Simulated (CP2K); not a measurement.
The C K edge of 1,4-difluorobenzene was computed by TDDFT (CP2K XAS_TDP, aug-cc-pVDZ, TDA) at these levels: PBE0, PBEh(45%) and PBEh(45%) + GW2X. The first three lines of C2 (bonded to 2 C and F) with a strength over 0.0015, energy in eV and strength:

```csv
run,first,second,third
1,289.56 (0.059),292.03 (0.044),294.67 (0.008)
2,278.22 (0.046),280.26 (0.002),280.33 (0.019)
3,283.74 (0.060),286.21 (0.045),288.85 (0.008)
```

Question: Which run is which?

Run 1: PBEh(45%) + GW2X (45 % exact exchange). Run 2: PBE0 (25 % exact exchange). Run 3: PBEh(45%) (45 % exact exchange). Self-interaction lifts the core level, so the uncorrected lines rise with the share of exact exchange. The GW2X run keeps the spacings of its parent: 2.47 eV between the first two lines in run 1, 2.47 eV in run 3. Its shift is +5.82 eV, since the Kohn–Sham level at this share of exchange lies that far above the quasiparticle level.

[Banner, clock and machine lines of the logs are left out without a mark of their own.]

[Logs are printed without paths, hosts, clocks, repeated set-up lines and the standing remarks that a program may print on its own settings, such as how far it seeks lower states.]

[Hosts, paths, dates, database ids (printed as entryN), source tags and the programs' standing remarks are cut or masked in the printed files.]
